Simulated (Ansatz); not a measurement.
# Structural relaxation of random fcc alloy of Pd and Rh (500 atoms)

Wanted: the relaxed structure of random fcc alloy of Pd and Rh (500 atoms) and its electronic structure.

Program: Ansatz 0.2.0. Level of theory: Kohn-Sham DFT, RPBE, PAW (set soft_2), localised support functions (medium). Results are calculated unless marked as measured.

Most raw output is cut from this account.

**1. The structure**

The cell holds 500 atoms: 222 Pd and 278 Rh. Cell: a = 19.208 Å, b = 19.208 Å, c = 19.208 Å, α = 90.0°, β = 90.0°, γ = 90.0°. It derives from Pd (fcc) and Rh, repeated 5×5×5. Fcc Pd, 5 x 5 x 5 conventional cells, 278 of 500 Pd sites given to Rh at random (x = 0.556), lattice by Vegard's rule (a = 3.842 Å); every coordinate displaced by a Gaussian of 0.05 Å.

Before any run, some limits are plain. The host structure and its lattice constant were typed by rule, without a check against the phase diagram. Only the Γ point is sampled, in a cell whose shortest periodic width is 19 Å.

**2. Single point at the start**

A single point comes first, to see the forces before anything moves.

Input file input.yaml:

```yaml
crystal:
  lattice:
    - [19.208, 0.0, 0.0]
    - [0.0, 19.208, 0.0]
    - [0.0, 0.0, 19.208]
  atoms:
    - { symbol: Pd, position: [0.00201, 0.00018, 0.00267] }
    - { symbol: Pd, position: [0.99951, 0.09933, 0.10068] }
    - { symbol: Pd, position: [0.10073, 0.00289, 0.09805] }
    - { symbol: Rh, position: [0.09979, 0.098, 0.99882] }
    - { symbol: Rh, position: [0.00127, 0.99993, 0.20162] }
    - { symbol: Pd, position: [0.00109, 0.09934, 0.29963] }
    - { symbol: Rh, position: [0.10017, 0.99859, 0.30233] }
    - { symbol: Pd, position: [0.09848, 0.09941, 0.19818] }
    - { symbol: Rh, position: [0.99905, 0.00215, 0.4022] }
    - { symbol: Pd, position: [0.00178, 0.10139, 0.496] }
    - { symbol: Rh, position: [0.10245, 0.99784, 0.5015] }
    - { symbol: Pd, position: [0.09526, 0.10475, 0.40383] }
    - { symbol: Rh, position: [0.00269, 0.9953, 0.60096] }
    - { symbol: Rh, position: [0.99901, 0.09906, 0.7017] }
    - { symbol: Pd, position: [0.10292, 0.99957, 0.69997] }
    - { symbol: Rh, position: [0.1022, 0.0978, 0.60249] }
    - { symbol: Rh, position: [0.00187, 0.99907, 0.79896] }
    - { symbol: Pd, position: [0.99916, 0.09606, 0.90337] }
    - { symbol: Rh, position: [0.10288, 0.99697, 0.89523] }
    - { symbol: Pd, position: [0.10462, 0.09597, 0.79786] }
    - { symbol: Pd, position: [0.99858, 0.20424, 0.00095] }
    - { symbol: Pd, position: [0.99873, 0.29596, 0.10262] }
    - { symbol: Pd, position: [0.10012, 0.19633, 0.10187] }
    - { symbol: Rh, position: [0.10028, 0.30217, 0.99765] }
    - { symbol: Rh, position: [0.99916, 0.20436, 0.19608] }
    - { symbol: Pd, position: [0.9965, 0.29888, 0.29966] }
    - { symbol: Pd, position: [0.10264, 0.19521, 0.29938] }
    - { symbol: Pd, position: [0.10072, 0.30067, 0.1976] }
    - { symbol: Rh, position: [0.00272, 0.20207, 0.401] }
    - { symbol: Rh, position: [0.99591, 0.2978, 0.50359] }
    - { symbol: Pd, position: [0.10092, 0.20362, 0.49856] }
    - { symbol: Pd, position: [0.10203, 0.29869, 0.40359] }
    [... 462 atom lines left out ...]
    - { symbol: Pd, position: [0.89865, 0.80177, 0.69483] }
    - { symbol: Rh, position: [0.90167, 0.89882, 0.59684] }
    - { symbol: Rh, position: [0.79631, 0.79723, 0.80175] }
    - { symbol: Pd, position: [0.79945, 0.9005, 0.89854] }
    - { symbol: Pd, position: [0.89942, 0.79366, 0.90215] }
    - { symbol: Rh, position: [0.89959, 0.89964, 0.79692] }
kpoints:
  mp_grid: { grid: [1, 1, 1] }
hamiltonian:
  xc: rpbe
scf:
  occupations: { method: fermi_dirac, width: 0.1 }
  eigensolver: { kind: { support_functions: { accuracy: medium } } }
  max_iter: 150
output:
  forces: true
  stress: true
  populations: true
  dos:
    method: { smearing: { sigma: 0.15 } }
    de: 0.1
    projected: { site_lists: { Pd: [Pd], Rh: [Rh] } }
```

Command:

```sh
$ ansatz run input.yaml --threads 32 --pin off --max-ram 143360MiB --backend cuda --events-out ev --progress --plain --runs-dir out
```

Wall time 1.8 min (1 × NVIDIA GB200 with 32 threads of Arm Neoverse V2, shared host); peak memory 5.9 GiB.

That memory is the host's. Forces of this run were stored rounded, and per-atom blocks of the log weren't kept.

The program notes that the band table was not solved further than the SCF left it and it switched symmetry off.

Numbers from this run:

```yaml
free_energy: -3331718.0398 eV
free_energy_per_atom: -6663.4361 eV/atom
scf_cycles: 46
pressure: 13.16 GPa
r_m_s_force_component: 0.6922 eV/Å
longest_force: 2.978 eV/Å
fermi_energy: 21.42 eV
levels_partly_filled_by_over_2_per_cent: 330
spilling_of_the_projection: 0.01172
```

The r.m.s. force component of 0.69 eV/Å and the pressure of 13 GPa set the starting point.

Length of the force by element:

| element | coordination | atoms | mean length of the force (eV/Å) | spread | least | most |
| --- | --- | --- | --- | --- | --- | --- |
| Pd | all | 222 | 1.13 | 0.536 | 0.172 | 2.73 |
| Rh | all | 278 | 1.04 | 0.501 | 0.111 | 2.98 |

**3. Relaxation**

With the cell held, the atoms are moved downhill towards a nearby minimum.

input.yaml, the sections that differ from step 2:

```yaml
output:
  forces: true
relax:
  f_tol: 0.05
  max_steps: 200
# crystal, kpoints, hamiltonian, scf: as in step 2
```

Wall time 60 s (1 × NVIDIA GB200 with 32 threads); peak memory 3 GiB.

That memory is the host's.

Step by step:

| step | energy less that of the first step (eV) | largest force component (eV/Å) |
| --- | --- | --- |
| 1 | 0.0000 | 2.5454 |
| 2 | -22.7415 | 0.6244 |
| 3 | -23.8596 | 0.0236 |

The atoms that moved most (Å):

| atom | dx | dy | dz | length |
| --- | --- | --- | --- | --- |
| Rh166 | -0.048 | 0.182 | 0.141 | 0.235 |
| Rh268 | 0.180 | -0.048 | -0.078 | 0.202 |
| Rh358 | -0.166 | -0.043 | 0.088 | 0.192 |
| Pd245 | -0.001 | 0.172 | 0.040 | 0.176 |
| Pd355 | 0.116 | -0.052 | -0.122 | 0.176 |
| Rh475 | 0.085 | -0.128 | -0.081 | 0.174 |
| Rh70 | 0.015 | -0.087 | 0.143 | 0.168 |
| Rh347 | -0.145 | 0.047 | 0.072 | 0.168 |

The relaxation changed the energy by -47.7 meV/atom, and atoms moved by 0.091 Å r.m.s., 0.23 Å at most.

**4. Local order after relaxation**

Bonds before and after, by the cutoffs listed below:

| pair | bonds before | bonds after | mean before (Å) | mean after (Å) | spread before (Å) | spread after (Å) |
| --- | --- | --- | --- | --- | --- | --- |
| Rh-Rh | 928 | 928 | 2.717 | 2.698 | 0.069 | 0.028 |
| Rh-Pd | 1480 | 1480 | 2.720 | 2.723 | 0.068 | 0.023 |
| Pd-Pd | 592 | 592 | 2.715 | 2.730 | 0.069 | 0.017 |

Density 12.2 g/cm³, 14.17 Å³ an atom.

g(r), total and by pair (bins of 0.2 Å):

| r (Å) | total | Rh-Rh | Rh-Pd | Pd-Pd |
| --- | --- | --- | --- | --- |
| 2.60 | 2.40 | 5.10 | 1.55 | 0.27 |
| 2.80 | 6.75 | 4.21 | 7.56 | 8.80 |
| 3.00 | 0.00 | 0.00 | 0.00 | 0.00 |
| 3.20 | 0.00 | 0.00 | 0.00 | 0.00 |
| 3.40 | 0.00 | 0.00 | 0.00 | 0.00 |
| 3.60 | 0.00 | 0.00 | 0.00 | 0.00 |
| 3.80 | 2.18 | 2.20 | 2.07 | 2.43 |
| 4.00 | 0.11 | 0.18 | 0.11 | 0.01 |
| 4.20 | 0.00 | 0.00 | 0.00 | 0.00 |
| 4.40 | 0.00 | 0.00 | 0.00 | 0.00 |
| 4.60 | 2.69 | 3.14 | 2.69 | 1.96 |
| 4.80 | 3.43 | 3.06 | 3.32 | 4.27 |
| 5.00 | 0.00 | 0.00 | 0.00 | 0.00 |
| 5.20 | 0.00 | 0.00 | 0.00 | 0.00 |
| 5.40 | 2.24 | 2.22 | 2.26 | 2.24 |
| 5.60 | 0.05 | 0.07 | 0.05 | 0.03 |
| 5.80 | 0.00 | 0.00 | 0.00 | 0.00 |
| 6.00 | 2.96 | 2.92 | 2.94 | 3.09 |
| 6.20 | 0.70 | 0.77 | 0.70 | 0.60 |
| 6.40 | 0.00 | 0.00 | 0.00 | 0.00 |
| 6.60 | 0.95 | 0.93 | 0.96 | 0.96 |
| 6.80 | 0.07 | 0.07 | 0.08 | 0.04 |
| 7.00 | 0.02 | 0.06 | 0.01 | 0.00 |
| 7.20 | 5.21 | 5.20 | 5.20 | 5.28 |
| 7.40 | 0.00 | 0.01 | 0.00 | 0.00 |
| 7.60 | 0.40 | 0.38 | 0.41 | 0.40 |
| 7.80 | 0.17 | 0.18 | 0.17 | 0.15 |

Neighbours by pair of elements; one cutoff, the widest of the pairs' first minima of g(r), serves all pairs of this metal:

| pair A-B | cutoff (Å) | bonds | mean length (Å) | spread (Å) | shortest (Å) | B about A | A about B |
| --- | --- | --- | --- | --- | --- | --- | --- |
| Rh-Rh | 3.18 | 928 | 2.70 | 0.028 | 2.62 | 6.68 | 6.68 |
| Rh-Pd | 3.18 | 1480 | 2.72 | 0.023 | 2.65 | 5.32 | 6.67 |
| Pd-Pd | 3.18 | 592 | 2.73 | 0.017 | 2.69 | 5.33 | 5.33 |

How many atoms have how many bonded neighbours:

| element | mean | 12 |
| --- | --- | --- |
| Pd | 12 | 222 |
| Rh | 12 | 278 |

With the cutoffs above, all Pd atoms have 12 and all Rh atoms have 12 bonded neighbours.

**5. Single point at the relaxed geometry**

The electronic structure is read at the final geometry, in a run of its own.

Input file input.yaml:

```yaml
crystal:
  lattice:
    - [19.208, 0.0, 0.0]
    - [0.0, 19.208, 0.0]
    - [0.0, 0.0, 19.208]
  atoms:
    - { symbol: Pd, position: [0.00024, 0.99886, 0.99953] }
    - { symbol: Pd, position: [0.00016, 0.0989, 0.10012] }
    - { symbol: Pd, position: [0.10102, 0.99849, 0.09989] }
    - { symbol: Rh, position: [0.1023, 0.09711, 0.99749] }
    - { symbol: Rh, position: [0.00053, 0.99725, 0.19945] }
    - { symbol: Pd, position: [0.0004, 0.09859, 0.30078] }
    - { symbol: Rh, position: [0.1011, 0.99762, 0.30083] }
    - { symbol: Pd, position: [0.10034, 0.09824, 0.20192] }
    - { symbol: Rh, position: [0.00329, 0.9981, 0.40126] }
    - { symbol: Pd, position: [0.00107, 0.09953, 0.5005] }
    - { symbol: Rh, position: [0.10064, 0.99708, 0.50138] }
    - { symbol: Pd, position: [0.10027, 0.09907, 0.40047] }
    - { symbol: Rh, position: [0.00099, 0.99969, 0.59957] }
    - { symbol: Rh, position: [0.99994, 0.10016, 0.69713] }
    - { symbol: Pd, position: [0.09952, 0.99958, 0.69839] }
    - { symbol: Rh, position: [0.09981, 0.09916, 0.59973] }
    - { symbol: Rh, position: [0.00075, 0.99748, 0.79979] }
    - { symbol: Pd, position: [1.0e-05, 0.09936, 0.89952] }
    - { symbol: Rh, position: [0.10049, 0.99915, 0.90014] }
    - { symbol: Pd, position: [0.09946, 0.0988, 0.79922] }
    - { symbol: Pd, position: [0.00064, 0.19959, 0.99854] }
    - { symbol: Pd, position: [0.00143, 0.30021, 0.10012] }
    - { symbol: Pd, position: [0.09978, 0.19836, 0.09907] }
    - { symbol: Rh, position: [0.10018, 0.30246, 0.99969] }
    - { symbol: Rh, position: [0.99928, 0.19981, 0.20163] }
    - { symbol: Pd, position: [0.99889, 0.30007, 0.30174] }
    - { symbol: Pd, position: [0.10042, 0.20032, 0.30137] }
    - { symbol: Pd, position: [0.10038, 0.30031, 0.201] }
    - { symbol: Rh, position: [0.99822, 0.20147, 0.40087] }
    - { symbol: Rh, position: [0.99884, 0.30197, 0.50065] }
    - { symbol: Pd, position: [0.09961, 0.20089, 0.5015] }
    - { symbol: Pd, position: [0.10021, 0.30088, 0.40195] }
    [... 462 atom lines left out ...]
    - { symbol: Pd, position: [0.90089, 0.80064, 0.69873] }
    - { symbol: Rh, position: [0.90398, 0.89969, 0.59902] }
    - { symbol: Rh, position: [0.79926, 0.80104, 0.79935] }
    - { symbol: Pd, position: [0.79934, 0.90047, 0.89892] }
    - { symbol: Pd, position: [0.89994, 0.80031, 0.89921] }
    - { symbol: Rh, position: [0.90109, 0.90019, 0.7993] }
kpoints:
  mp_grid: { grid: [1, 1, 1] }
hamiltonian:
  xc: rpbe
scf:
  occupations: { method: fermi_dirac, width: 0.1 }
  eigensolver: { kind: { support_functions: { accuracy: medium } } }
  max_iter: 150
output:
  forces: true
  stress: true
  populations: true
  dos:
    method: { smearing: { sigma: 0.1 } }
    de: 0.1
    projected: { site_lists: { Pd: [Pd], Rh: [Rh] } }
  write_density: true
  write_potential: true
  volumetric_format: npy
```

Run time: 37 s. Hardware: 1 × NVIDIA GB200 with 32 threads; peak memory 5.9 GiB; 1.8 min of CPU time.

That memory is the host's; the program planned up to 20.6 GiB on the GPU.

The program notes that the forces don't sum to zero within tolerance.

The run gave:

| Quantity | Value |
| --- | --- |
| free energy | -3331741.8775 eV |
| free energy per atom | -6663.4838 eV/atom |
| SCF cycles | 14 |
| pressure | 11.61 GPa |
| r.m.s. force component | 0.00613 eV/Å |
| longest force | 0.02672 eV/Å |
| Fermi energy | 21.41 eV |
| levels partly filled by over 2 per cent | 327 |
| spilling of the projection | 0.01173 |

States in the cell by windows of 1 eV, zero at the Fermi level; some projections on atomic orbitals stand beside the total:

| from (eV) | to (eV) | total | Rh d | Pd d | Rh s |
| --- | --- | --- | --- | --- | --- |
| -18 | -8 | 0.0 | 0.0 | 0.0 | 0.0 |
| -8 | -7 | 13.8 | 0.0 | 0.0 | 12.6 |
| -7 | -6 | 45.3 | 3.4 | 2.8 | 35.4 |
| -6 | -5 | 636.8 | 273.7 | 247.1 | 97.3 |
| -5 | -4 | 855.6 | 381.0 | 424.1 | 32.7 |
| -4 | -3 | 696.2 | 303.1 | 362.8 | 17.6 |
| -3 | -2 | 998.8 | 504.6 | 428.3 | 36.3 |
| -2 | -1 | 787.2 | 400.8 | 344.2 | 19.9 |
| -1 | 0 | 704.8 | 420.7 | 242.5 | 22.6 |
| 0 | 1 | 563.3 | 388.4 | 129.4 | 29.4 |
| 1 | 2 | 69.7 | 21.3 | 5.5 | 23.6 |
| 2 | 3 | 192.1 | 35.1 | 13.4 | 49.2 |
| 3 | 4 | 58.5 | 6.3 | 2.4 | 13.6 |
| 4 | 5 | 120.4 | 9.3 | 3.2 | 20.6 |

The stored curve holds about 4738 of the 8722 electrons; the rest, give or take the few that broadening carries across the Fermi level, lie in deeper levels below its range.

Not all projections were asked for or kept, so they needn't add up to the total.

The levels nearest the highest filled one (over half full), pooled over k-points and spins:

| level less the highest filled one (eV) | occupation |
| --- | --- |
| -0.0097 | 1.05 |
| -0.0075 | 1.04 |
| -0.0073 | 1.04 |
| -0.003 | 1.02 |
| -0.0015 | 1.01 |
| 0 | 1.00 |
| 0.0016 | 0.994 |
| 0.0043 | 0.98 |
| 0.0061 | 0.972 |
| 0.0104 | 0.95 |
| 0.0137 | 0.934 |
| 0.0176 | 0.914 |

Within 0.4 eV of the Fermi level the largest share is Rh d (67 % of the projected weight).

The surroundings of Pd402, picked at random, nearest first, numbered as they follow in the input and with coordinates relative to it.

| atom | x | y | z | distance (Å) | bonds |
| --- | --- | --- | --- | --- | --- |
| Pd402 | 0.00 | 0.00 | 0.00 | 0.00 | 12 |
| Rh303 | -1.90 | -1.92 | -0.04 | 2.70 | 12 |
| Pd404 | 1.90 | -0.01 | -1.93 | 2.71 | 12 |
| Rh308 | -1.88 | 0.01 | 1.96 | 2.72 | 12 |
| Pd405 | 0.01 | -1.91 | 1.93 | 2.72 | 12 |
| Pd323 | -1.90 | 1.94 | -0.02 | 2.72 | 12 |
| Pd423 | 1.93 | 1.93 | 0.00 | 2.73 | 12 |
| Rh401 | 0.01 | -1.95 | -1.91 | 2.73 | 12 |
| Pd304 | -1.91 | 0.00 | -1.95 | 2.73 | 12 |
| Rh425 | 0.00 | 1.89 | 1.97 | 2.73 | 12 |
| Pd408 | 1.95 | -0.01 | 1.94 | 2.75 | 12 |
| Rh403 | 1.96 | -1.95 | -0.01 | 2.77 | 12 |
| Rh421 | 0.01 | 1.95 | -1.98 | 2.78 | 12 |

The column of bonds counts only the pairs Rh-Rh within 3.18 Å, Rh-Pd within 3.18 Å, Pd-Pd within 3.18 Å; other neighbours, such as metal atoms beside each other in a compound, aren't counted, and periodic images can show an atom twice.

**6. Outcome**

```yaml
energy_change_in_the_relaxation: -47.72 meV/atom
r_m_s_displacement: 0.091 Å
largest_displacement: 0.235 Å
free_energy_per_atom: -6663.4838 eV/atom
density: 12.24 g/cm³
pressure: 11.61 GPa
r_m_s_force_component: 0.00613 eV/Å
wall_time_of_the_3_dft_runs: 3.5 min
```

In words: Relaxation lowers the energy by 47.7 meV/atom and moves atoms by 0.091 Å r.m.s.; the r.m.s. force component goes from 0.69 to 0.0061 eV/Å, the pressure goes from 13 to 12 GPa. By the final cutoffs no bond was broken or made. The r.m.s. move is of the size of the random displacements put into the start (0.087 Å r.m.s. in three dimensions). First to last step the energy falls by 23.860 eV; the largest move, 0.23 Å, is that of Rh166. The Rh-Rh bonds change most in mean length: from 2.717 Å (spread 0.069) to 2.698 Å (spread 0.028). With the cutoffs above, all Pd atoms have 12 and all Rh atoms have 12 bonded neighbours. 327 levels are partly filled, by over 2 % (at Γ alone), as in a metal.

Caveats: The forces don't sum to zero within the program's tolerance. The pressure of 12 GPa shows the cell to be compressed for this functional.

[Logs are printed without paths, hosts, clocks, repeated set-up lines and the standing remarks that a program may print on its own settings, such as how far it seeks lower states.]

[Hosts, paths, dates, database ids (printed as entryN), source tags and the programs' standing remarks are cut or masked in the printed files.]
